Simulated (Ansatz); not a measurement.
# (NaI)2(PbTe)2 [001] superlattice, started as rocksalt type: phonons and vibrational spectra

Wanted: phonon frequencies of (NaI)2(PbTe)2 [001] superlattice, started as rocksalt type and what follows from them.

Main program and level: Ansatz 0.2.0; DFT LDA, scalar-relativistic, plane waves, PAW.

The structure was built from a prototype and need not be the compound's stable phase.

### Step 1. The starting structure

Symmetry: P4/nmm, No. 129, tetragonal system. The conventional cell has a = 4.571 Å, b = 4.571 Å, c = 12.930 Å, α = 90.00°, β = 90.00°, γ = 90.00°. I has 1 Pb at 3.23 Å and 5 Na at 3.23 Å nearest. Na has 5 I at 3.23 Å and 1 Te at 3.23 Å nearest. Pb has 5 Te at 3.23 Å and 1 I at 3.23 Å nearest. Nearest to Te lie 5 Pb at 3.23 Å and 1 Na at 3.23 Å. Farther neighbours and most contacts between anions are not listed.

### Step 2. Bringing the structure to rest

Harmonic phonons are second derivatives at a point where the forces vanish, and they are wanted at zero stress, so atoms and cell are relaxed first.

input.yaml

```yaml
crystal:
  lattice:
    - [3.2325, 3.2325, 0.0]
    - [-3.2325, 3.2325, 0.0]
    - [0.0, 0.0, 12.93]
  atoms:
    - { symbol: I, position: [0.5, 0.5, 0.0] }
    - { symbol: I, position: [0.0, 0.0, 0.25] }
    - { symbol: Na, position: [0.0, 0.0, 0.0] }
    - { symbol: Na, position: [0.5, 0.5, 0.25] }
    - { symbol: Pb, position: [0.0, 0.0, 0.5] }
    - { symbol: Pb, position: [0.5, 0.5, 0.75] }
    - { symbol: Te, position: [0.5, 0.5, 0.5] }
    - { symbol: Te, position: [0.0, 0.0, 0.75] }
kpoints:
  mp_grid: { grid: [6, 6, 2] }
hamiltonian:
  xc: lda
scf:
  occupations: { method: gaussian, width: 0.02 }
output:
  forces: true
  stress: true
  eigenvalues: true
relax:
  adjacent_minimum: "off"
  f_tol: 0.005
  max_steps: 80
  cell: { stress_tol: 0.05 }
```

Started as:

```
> ansatz run input.yaml --threads 4 --pin off --max-ram 14336MiB --backend cpu --events-out ev --progress --plain --runs-dir out
```

Numbers of over 12 decimals in the logs are rounded to 6 here.

What it wrote:

```text
Engine: ansatz 0.2.0, aarch64-unknown-linux-gnu
Pseudopotentials: kind: paw
Pseudopotential: I, paw, valence charge 17, recommended cutoff 420 eV (normal), I.paw.azcp
Pseudopotential: Na, paw, valence charge 9, recommended cutoff 420 eV (normal), Na.paw.azcp
Pseudopotential: Pb, paw, valence charge 14, recommended cutoff 420 eV (normal), Pb.paw.azcp
Pseudopotential: Te, paw, valence charge 16, recommended cutoff 420 eV (normal), Te.paw.azcp
Functional definition: SPW92
  exchange = slater_x
  correlation = pw_c
Crystal: 8 atoms, lattice volume = 270.213 Å³
Basis set: ecut = 420 eV, 5323 PW (Γ)
Bands: 68, of which v1, the nominal top of the filled ones, is band 56 counted from 1 (55 counted from 0)
Symmetry: 16 space group operations
Space group: P4/nmm (ITA 129), of the structure as read, at distance tolerance 6.5e-5 Å
k-points: 20 of 72
Non-local potential: I, projectors of the file, l = 0: 2, l = 1: 2, l = 2: 2, l = 3: 2
Non-local potential: Na, projectors of the file, l = 0: 3, l = 1: 2, l = 2: 1
Non-local potential: Pb, projectors of the file, l = 0: 2, l = 1: 2, l = 2: 2, l = 3: 2
Non-local potential: Te, projectors of the file, l = 0: 2, l = 1: 2, l = 2: 2, l = 3: 2
PAW form: soft (Blöchl's): semilocal exchange-correlation on the pseudo side does not see the compensation charge
PAW frozen core: I, regenerated for the run's functional, and the local potential with it (the file was generated under x = pbe(κ = 0.804, μ = 0.219515), c = pbe(β = 0.066725))
PAW frozen core: Na, regenerated for the run's functional, and the local potential with it (the file was generated under x = pbe(κ = 0.804, μ = 0.219515), c = pbe(β = 0.066725))
PAW frozen core: Pb, regenerated for the run's functional, and the local potential with it (the file was generated under x = pbe(κ = 0.804, μ = 0.219515), c = pbe(β = 0.066725))
PAW frozen core: Te, regenerated for the run's functional, and the local potential with it (the file was generated under x = pbe(κ = 0.804, μ = 0.219515), c = pbe(β = 0.066725))
PAW one-centre angular grid: I, 590 points (default); XC on 64 Gauss nodes
PAW one-centre angular grid: Na, 110 points (default); XC on 64 Gauss nodes
PAW one-centre angular grid: Pb, 590 points (default); XC on 64 Gauss nodes
PAW one-centre angular grid: Te, 590 points (default); XC on 64 Gauss nodes
Initial density: superposition of atomic densities (neutral atoms: chi_scale 0, normalization atom), corrected by the library's trained network
Initial wavefunctions: pseudopotential atomic-orbital guess
Functional: x = slater, c = lda
SCF iter   1: F=—  HF=-54510.210130 eV  |F-HF|=—  |Δ(HF+E_count)|=         —  Δρ=5.21e-3  dr2=7.62e-2  ethr=1.77e-3  ⟨swp⟩=7.9  Hψ=5946  notcnv=0  defer=6
preconditioner: auto → Resta (q_TF=auto, 2.356 Å⁻¹)  ε∞=2.7  [insulator: Δε(μ)=1.353 eV  Ē_g=13.050 eV  σ=0.020 eV  W_gap=1.00  n_scr=56 (ndim 8)  ℏωp=16.9 eV  f_vac=0.045  D(μ)=0.00/eV (n_scr^D=0)  ε∞_Penn≈2.7]
SCF iter   2: F=—  HF=-54510.186646 eV  |F-HF|=—  |Δ(HF+E_count)|=   2.35e-2  Δρ=2.12e-3  dr2=7.11e-3  ethr=6.80e-5  ⟨swp⟩=3.0  Hψ=2959  notcnv=0  defer=108
SCF iter   3: F=—  HF=-54510.185407 eV  |F-HF|=—  |Δ(HF+E_count)|=   1.24e-3  Δρ=7.29e-4  dr2=1.08e-3  ethr=6.35e-6  ⟨swp⟩=2.2  Hψ=2038  notcnv=0  defer=108
SCF iter   4: F=—  HF=-54510.185360 eV  |F-HF|=—  |Δ(HF+E_count)|=   4.64e-5  Δρ=1.79e-4  dr2=1.14e-4  ethr=9.64e-7  ⟨swp⟩=2.0  Hψ=1388  notcnv=0  defer=108
SCF iter   5: F=—  HF=-54510.185359 eV  |F-HF|=—  |Δ(HF+E_count)|=   9.72e-7  Δρ=3.60e-5  dr2=5.05e-6  ethr=1.02e-7  ⟨swp⟩=2.0  Hψ=1860  notcnv=0  defer=108
SCF iter   6: F=—  HF=-54510.185443 eV  |F-HF|=—  |Δ(HF+E_count)|=   8.34e-5  Δρ=1.10e-5  dr2=3.60e-7  ethr=4.51e-9  ⟨swp⟩=2.0  Hψ=2113  notcnv=0  defer=108
SCF iter   7: F=-54510.185443 eV  HF=-54510.185443 eV  |F-HF|=1.17e-8  |Δ(HF+E_count)|=   3.41e-8  Δρ=2.46e-6  dr2=1.80e-8  ethr=8.93e-11  ⟨swp⟩=12.8  Hψ=7564  notcnv=0
SCF 1 converged in 7 iterations: F = -54510.185443 eV  dr2 = 1.80e-8
  greatest PAW one-centre occupation: 1.000 electrons in one spin orbital (limit 2), on the I atom at site 1 (counted from 0), in its partial waves of l = 2
relax step   1: F+E_penalty+E_count = -54510.18544282 eV  Δ(F+E_penalty+E_count) = +0.000e0 eV  max|allowed force component| = 5.409e-1 eV/Å  Δτ_max = 0.0000 Å  P = -1.549 GPa  Ω = 270.213 Å³  (7 SCF iters, dr2 threshold 1.00e-7 eV, accepted)
Crystal: 8 atoms, lattice volume = 255.830 Å³
Basis set: ecut = 420 eV, 5043 PW (Γ)
Initial density: handed on by an earlier stage of this run
Initial wavefunctions: those handed on with the density
iter 1 solved again at ethr=1.22e-4 eV; its pass at ethr=3.10e-3 eV (dr2=1.37e-1 eV) is discarded
SCF iter   1: F=—  HF=-54510.372004 eV  |F-HF|=—  |Δ(HF+E_count)|=         —  Δρ=3.51e-3  dr2=1.34e-1  ethr=1.22e-4  ⟨swp⟩=3.2  Hψ=7039  notcnv=0
preconditioner: auto → Resta (q_TF=auto, 2.377 Å⁻¹)  ε∞=2.7  [insulator: Δε(μ)=1.446 eV  Ē_g=13.203 eV  σ=0.020 eV  W_gap=1.00  n_scr=56 (ndim 8)  ℏωp=17.4 eV  f_vac=0.026  D(μ)=0.00/eV (n_scr^D=0)  ε∞_Penn≈2.7]
SCF iter   2: F=—  HF=-54510.342167 eV  |F-HF|=—  |Δ(HF+E_count)|=   2.98e-2  Δρ=1.83e-3  dr2=1.08e-2  ethr=1.19e-4  ⟨swp⟩=4.0  Hψ=2494  notcnv=0
SCF iter   3: F=—  HF=-54510.339222 eV  |F-HF|=—  |Δ(HF+E_count)|=   2.94e-3  Δρ=8.68e-4  dr2=2.76e-3  ethr=9.61e-6  ⟨swp⟩=2.1  Hψ=2404  notcnv=0  defer=52
SCF iter   4: F=—  HF=-54510.338436 eV  |F-HF|=—  |Δ(HF+E_count)|=   7.87e-4  Δρ=1.56e-4  dr2=1.08e-4  ethr=2.47e-6  ⟨swp⟩=2.2  Hψ=1754  notcnv=0  defer=52
SCF iter   5: F=—  HF=-54510.338493 eV  |F-HF|=—  |Δ(HF+E_count)|=   5.74e-5  Δρ=5.59e-5  dr2=7.21e-6  ethr=9.65e-8  ⟨swp⟩=2.0  Hψ=2399  notcnv=0  defer=52
SCF iter   6: F=-54510.338494 eV  HF=-54510.338494 eV  |F-HF|=1.81e-7  |Δ(HF+E_count)|=   8.24e-7  Δρ=1.28e-5  dr2=5.58e-7  ethr=7.14e-10  ⟨swp⟩=11.3  Hψ=7596  notcnv=0
SCF 2 converged in 6 iterations: F = -54510.338494 eV  dr2 = 5.58e-7
relax step   2: F+E_penalty+E_count = -54510.33849355 eV  Δ(F+E_penalty+E_count) = -1.531e-1 eV  max|allowed force component| = 1.613e-1 eV/Å  Δτ_max = 0.1636 Å  P = +0.319 GPa  Ω = 255.830 Å³  energy of the carried Pulay correction = +2.043e-3 eV  (6 SCF iters, dr2 threshold 8.00e-7 eV, accepted)
Crystal: 8 atoms, lattice volume = 257.789 Å³
Basis set: ecut = 420 eV, 5059 PW (Γ)
iter 1 solved again at ethr=6.06e-6 eV; its pass at ethr=3.10e-3 eV (dr2=6.79e-3 eV) is discarded
SCF iter   1: F=—  HF=-54510.349510 eV  |F-HF|=—  |Δ(HF+E_count)|=         —  Δρ=1.74e-3  dr2=6.73e-3  ethr=6.06e-6  ⟨swp⟩=2.9  Hψ=6343  notcnv=0
preconditioner: auto → Resta (q_TF=auto, 2.374 Å⁻¹)  ε∞=2.7  [insulator: Δε(μ)=1.445 eV  Ē_g=13.202 eV  σ=0.020 eV  W_gap=1.00  n_scr=56 (ndim 8)  ℏωp=17.3 eV  f_vac=0.027  D(μ)=0.00/eV (n_scr^D=0)  ε∞_Penn≈2.7]
SCF iter   2: F=—  HF=-54510.347524 eV  |F-HF|=—  |Δ(HF+E_count)|=   1.99e-3  Δρ=8.67e-4  dr2=1.35e-3  ethr=6.01e-6  ⟨swp⟩=2.8  Hψ=2284  notcnv=0
SCF iter   3: F=—  HF=-54510.347019 eV  |F-HF|=—  |Δ(HF+E_count)|=   5.06e-4  Δρ=1.98e-4  dr2=1.62e-4  ethr=1.21e-6  ⟨swp⟩=2.1  Hψ=2037  notcnv=0
SCF iter   4: F=—  HF=-54510.347051 eV  |F-HF|=—  |Δ(HF+E_count)|=   3.18e-5  Δρ=3.93e-5  dr2=6.21e-6  ethr=1.45e-7  ⟨swp⟩=2.0  Hψ=2149  notcnv=0
SCF iter   5: F=-54510.347050 eV  HF=-54510.347050 eV  |F-HF|=2.91e-8  |Δ(HF+E_count)|=   2.49e-7  Δρ=1.42e-5  dr2=5.38e-7  ethr=7.14e-10  ⟨swp⟩=8.8  Hψ=6725  notcnv=0
SCF 3 converged in 5 iterations: F = -54510.347050 eV  dr2 = 5.38e-7
relax step   3: F+E_penalty+E_count = -54510.34705035 eV  Δ(F+E_penalty+E_count) = -8.557e-3 eV  max|allowed force component| = 6.014e-2 eV/Å  Δτ_max = 0.0375 Å  P = -0.163 GPa  Ω = 257.789 Å³  energy of the carried Pulay correction = +1.758e-3 eV  (5 SCF iters, dr2 threshold 8.00e-7 eV, accepted)
[...]
relax step   4: F+E_penalty+E_count = -54510.34901920 eV  Δ(F+E_penalty+E_count) = -1.969e-3 eV  max|allowed force component| = 1.418e-2 eV/Å  Δτ_max = 0.0075 Å  P = -0.018 GPa  Ω = 256.893 Å³  energy of the carried Pulay correction = +1.888e-3 eV  (5 SCF iters, dr2 threshold 3.59e-7 eV, accepted)
[...]
relax step   5: F+E_penalty+E_count = -54510.34923495 eV  Δ(F+E_penalty+E_count) = -2.157e-4 eV  max|allowed force component| = 1.564e-3 eV/Å  Δτ_max = 0.0088 Å  P = -0.006 GPa  Ω = 256.801 Å³  energy of the carried Pulay correction = +1.901e-3 eV  (6 SCF iters, dr2 threshold 1.39e-8 eV, accepted)
Initial wavefunctions: pseudopotential atomic-orbital guess (no wavefunctions were taken with the density)
iter 1 solved again at ethr=4.46e-8 eV; its pass at ethr=3.10e-3 eV (dr2=4.99e-5 eV) is discarded
SCF iter   1: F=—  HF=-54510.347351 eV  |F-HF|=—  |Δ(HF+E_count)|=         —  Δρ=5.06e-5  dr2=1.12e-6  ethr=4.46e-8  ⟨swp⟩=4.5  Hψ=11042  notcnv=0
preconditioner: auto → Resta (q_TF=auto, 2.376 Å⁻¹)  ε∞=2.7  [insulator: Δε(μ)=1.439 eV  Ē_g=13.219 eV  σ=0.020 eV  W_gap=1.00  n_scr=56 (ndim 8)  ℏωp=17.3 eV  f_vac=0.027  D(μ)=0.00/eV (n_scr^D=0)  ε∞_Penn≈2.7]
SCF iter   2: F=—  HF=-54510.347358 eV  |F-HF|=—  |Δ(HF+E_count)|=   6.74e-6  Δρ=2.44e-5  dr2=2.53e-7  ethr=1.00e-9  ⟨swp⟩=2.0  Hψ=2290  notcnv=0
SCF iter   3: F=—  HF=-54510.347358 eV  |F-HF|=—  |Δ(HF+E_count)|=   4.72e-9  Δρ=4.32e-6  dr2=1.11e-8  ethr=2.26e-10  ⟨swp⟩=2.5  Hψ=2311  notcnv=0
SCF iter   4: F=—  HF=-54510.347358 eV  |F-HF|=—  |Δ(HF+E_count)|=  2.33e-10  Δρ=3.73e-7  dr2=3.81e-10  ethr=9.88e-12  ⟨swp⟩=2.1  Hψ=1719  notcnv=0
SCF iter   5: F=-54510.347358 eV  HF=-54510.347358 eV  |F-HF|=2.91e-11  |Δ(HF+E_count)|=  1.31e-10  Δρ=8.51e-8  dr2=2.51e-11  ethr=1.00e-12  ⟨swp⟩=7.2  Hψ=5991  notcnv=0
SCF 6 converged in 5 iterations: F = -54510.347358 eV  dr2 = 2.51e-11
relax step   6: F+E_penalty+E_count = -54510.34735767 eV  Δ(F+E_penalty+E_count) = +1.877e-3 eV  max|allowed force component| = 1.546e-3 eV/Å  Δτ_max = 0.0000 Å  P = -0.007 GPa  Ω = 256.801 Å³  stress off target by 9.61e-3 GPa  SCF on the basis re-selected at this cell (its energy is not comparable with the rows above)  (5 SCF iters)
basis re-selected at this cell: Δ(F+E_penalty+E_count) = +1.877e-3 eV, ΔP = -0.001 GPa vs the last step (what re-selecting the basis moved, of the pressure what is left beyond the Pulay correction that the steps carried, after the strain that the cell walked since its last selection, with what the two solves' SCF thresholds leave and, on support functions, any second-order correction that the steps lacked; it is no m [...]
SCF converged after 5 iterations
Free energy (F): -54510.347358 eV
Harris-Foulkes:  -54510.347358 eV  (|F-HF|=2.91e-11)
Internal energy: -54510.347358 eV  (E = F + TS)
E sigma→0 (E₀):  -54510.347358 eV
Fermi energy:    7.446983 eV
--- Per-component energies (eV) ---
  E_band       = -1842.853367
  E_kinetic    = 1564.684593
  E_local      = -11419.979777  (includes V_loc(G=0)·N_el)
  E_nonlocal   = 161.694906
  E_hartree    = 5521.807255
  E_xc         = -1019.786312
  E_vxc        = -836.963533  (∫ρ·V_xc dr)
  E_paw        = -39032.920799  (= ΣΔE_a)
  E_vpaw       = -2355.903974  (= ΣTr[D̂ρ^β])
  E_aug_tail   = -0.000133  (compensation charges beyond the density's cutoff)
  E_ewald      = -10288.893196
  E_core_change = 3.046105  (= ΣΔE_core)
  E_smearing   = -0.000000  (= −TS)
  E_closure    = 0.000000  (closes the sum)
  Σ components = -54510.347358   (vs F -54510.347358, Δ=0.00e0)
--- Forces (eV/Å), atoms counted from 1 ---
  atom   1  I     -0.00000000    -0.00000000     0.00070124
  atom   2  I     -0.00000000    -0.00000000    -0.00070124
  atom   3  Na     0.00000000     0.00000000     0.00154583
  atom   4  Na     0.00000000     0.00000000    -0.00154583
  atom   5  Pb     0.00000000    -0.00000000     0.00011933
  atom   6  Pb     0.00000000    -0.00000000    -0.00011933
  atom   7  Te    -0.00000000     0.00000000     0.00061816
  atom   8  Te    -0.00000000     0.00000000    -0.00061816
  max |Σ_I F_I| component: 5.90e-26 eV/Å
--- Stress (GPa, compression-positive) ---
       -0.009610       0.000000       0.000000
        0.000000      -0.009610       0.000000
        0.000000       0.000000      -0.000950
  P = ⅓ Tr σ = -0.0067 GPa (-0.067 kbar)
--- Band table (eV; the first three rows and the last of 20) ---
  k-point 0: bands = [... 52 lower, 4.8828, 5.4693, 5.4693, 5.8999, 9.5298, 9.5349, 10.3553, 10.4389, ... 8 higher]
  k-point 1: bands = [... 52 lower, 5.3259, 5.3259, 5.6570, 5.7543, 8.8830, 9.4364, 10.4428, 10.6590, ... 8 higher]
  k-point 2: bands = [... 52 lower, 4.9710, 5.5956, 5.8234, 5.9127, 9.3815, 9.9691, 10.2327, 10.4093, ... 8 higher]
  k-point 19: bands = [... 52 lower, 4.1979, 4.1979, 5.5555, 5.5555, 9.2313, 9.2313, 10.7347, 10.7347, ... 8 higher]
--- Relaxed structure (5 steps of the walk, 5 accepted, 1 SCFs on fresh bases) ---
  F+E_penalty+E_count = -54510.34735767 eV   max|allowed force component| = 1.546e-3 eV/Å   (the final SCF, on the basis selected at the relaxed cell)
  cell:  # Å, volume = 256.8005 Å³
    - [3.173926, 3.173926, 0.0]
    - [-3.173926, 3.173926, 0.0]
    - [0.0, 0.0, 12.745951]
  atoms:
    - { symbol: I, position: [0.500000, 0.500000, 0.00376873] }
    - { symbol: I, position: [0, 0, 0.246231] }
    - { symbol: Na, position: [0, 0, 0.000841933] }
    - { symbol: Na, position: [0.500000, 0.500000, 0.249158] }
    - { symbol: Pb, position: [0, 0, 0.511556] }
    - { symbol: Pb, position: [0.500000, 0.500000, 0.738444] }
    - { symbol: Te, position: [0.500000, 0.500000, 0.496925] }
    - { symbol: Te, position: [0, 0, 0.753075] }
```

It took 27 s on 4 threads of Arm Neoverse V2, shared host; peak memory 0.89 GiB; 1.8 min of CPU time.

The steps of the relaxation:

```csv
step,energy less that of the first step (eV),largest force component (eV/Å),pressure (GPa),volume (Å³)
1,0.0000,0.5409,-1.55,270.21
2,-0.1531,0.1613,0.32,255.83
3,-0.1616,0.0601,-0.16,257.79
4,-0.1636,0.0142,-0.02,256.89
5,-0.1638,0.0016,-0.01,256.80
6*,-0.1619,0.0015,-0.01,256.80
```

Relaxation steps marked * repeat the geometry before them on a plane-wave basis chosen anew for their cell, so energy and pressure can jump there.

The run keeps the 16 symmetry operations that it works with, so distortions that break them were not tested.

```csv
"conventional cell, symmetrised",before,after,change
a (Å),4.571,4.489,-1.8 %
b (Å),4.571,4.489,-1.8 %
c (Å),12.930,12.746,-1.4 %
volume (Å³/atom),33.78,32.10,-5.0 %
```

The atoms that moved most (Å, as changes of fractional coordinates times the final cell):

```csv
atom,dx,dy,dz,length
Pb6,0.000,0.000,-0.147,0.147
Pb5,0.000,0.000,0.147,0.147
I1,0.000,0.000,0.048,0.048
I2,0.000,0.000,-0.048,0.048
Te7,0.000,0.000,-0.039,0.039
Te8,0.000,0.000,0.039,0.039
Na3,0.000,0.000,0.011,0.011
Na4,0.000,0.000,-0.011,0.011
```

Final coordinates:

```cif
data_structure
_symmetry_space_group_name_H-M 'P 1'
_symmetry_Int_Tables_number 1
_cell_length_a 4.4886
_cell_length_b 4.4886
_cell_length_c 12.7460
_cell_angle_alpha 90.000
_cell_angle_beta 90.000
_cell_angle_gamma 90.000
_cell_volume 256.80
loop_
_atom_site_label
_atom_site_type_symbol
_atom_site_fract_x
_atom_site_fract_y
_atom_site_fract_z
_atom_site_occupancy
I1 I 0.50000 0.50000 0.00377 1
I2 I 0.00000 0.00000 0.24623 1
Na3 Na 0.00000 0.00000 0.00084 1
Na4 Na 0.50000 0.50000 0.24916 1
Pb5 Pb 0.00000 0.00000 0.51156 1
Pb6 Pb 0.50000 0.50000 0.73844 1
Te7 Te 0.50000 0.50000 0.49692 1
Te8 Te 0.00000 0.00000 0.75308 1
```

Numbers from this step:

- pressure: -0.006723 GPa
- gap on the k-mesh: 1.439 eV
- volume per atom: 32.10 Å³
- direct gap on mesh: 1.468 eV

In this step the volume went from 33.78 to 32.10 Å³/atom.

### Step 3. Relaxing to small forces for the phonons

Phonons need a cell at rest on their own settings, so the relaxation is repeated with tight tolerances on forces and stress on the k mesh and occupations of the first response run.

input.yaml

```yaml
crystal:
  lattice:
    - [3.1739261469, 3.1739261469, 0.0]
    - [-3.1739261469, 3.1739261469, 0.0]
    - [0.0, 0.0, 12.7459508392]
  atoms:
    - { symbol: I, position: [0.5, 0.5, 0.0037687315] }
    - { symbol: I, position: [0.0, 0.0, 0.2462312685] }
    - { symbol: Na, position: [0.0, 0.0, 0.0008419331] }
    - { symbol: Na, position: [0.5, 0.5, 0.2491580669] }
    - { symbol: Pb, position: [0.0, 0.0, 0.5115558555] }
    - { symbol: Pb, position: [0.5, 0.5, 0.7384441445] }
    - { symbol: Te, position: [0.5, 0.5, 0.4969246793] }
    - { symbol: Te, position: [0.0, 0.0, 0.7530753207] }
kpoints:
  mp_grid: { grid: [8, 8, 2] }
hamiltonian:
  xc: lda
scf:
  occupations: { method: fixed }
output:
  forces: true
  stress: true
  eigenvalues: true
relax:
  adjacent_minimum: "off"
  f_tol: 0.001
  max_steps: 60
  cell: { stress_tol: 0.01 }
```

What it wrote:

```text
[...]
Crystal: 8 atoms, lattice volume = 256.801 Å³
Basis set: ecut = 420 eV, 5051 PW (Γ)
Bands: 68, of which v1, the nominal top of the filled ones, is band 56 counted from 1 (55 counted from 0)
Symmetry: 16 space group operations
[...]
k-points: 30 of 128
[...]
- [3.174350, 3.174350, 0]
    - [-3.174350, 3.174350, 0]
    - [0, 0, 12.744640]
  atoms:
    - { symbol: I, position: [0.5, 0.5, 0.0038158] }
    - { symbol: I, position: [0, 0, 0.246184] }
    - { symbol: Na, position: [0, 0, 0.000848521] }
    - { symbol: Na, position: [0.5, 0.5, 0.249151] }
    - { symbol: Pb, position: [0, 0, 0.511535] }
    - { symbol: Pb, position: [0.5, 0.5, 0.738465] }
    - { symbol: Te, position: [0.5, 0.5, 0.497024] }
    - { symbol: Te, position: [0, 0, 0.752976] }
[key lines of the parts left out:]
SCF converged after 4 iterations
Free energy (F): -54510.343982 eV
Fermi energy:    6.892370 eV
P = ⅓ Tr σ = -0.0004 GPa (-0.004 kbar)
```

Run time: 25 s. Hardware: 4 threads; peak memory 0.93 GiB; 98 s of CPU time.

Little changed from the start: no atom moved by 0.005 Å and no cell edge by 0.1 %.

This step gave:

- pressure: -3.87e-4 GPa
- gap on the k-mesh: 1.272 eV
- volume per atom: 32.11 Å³
- direct gap on mesh: 1.389 eV

The largest force component left is 0.22 meV/Å and the pressure is 0.000 GPa, within the tolerances set. The cell now holds 32.11 Å³/atom.

(Continued in part 2 of 2.)

[Logs are printed without paths, hosts, clocks, repeated set-up lines and the standing remarks that a program may print on its own settings, such as how far it seeks lower states.]

[Hosts, paths, dates, database ids (printed as entryN), source tags and the programs' standing remarks are cut or masked in the printed files.]
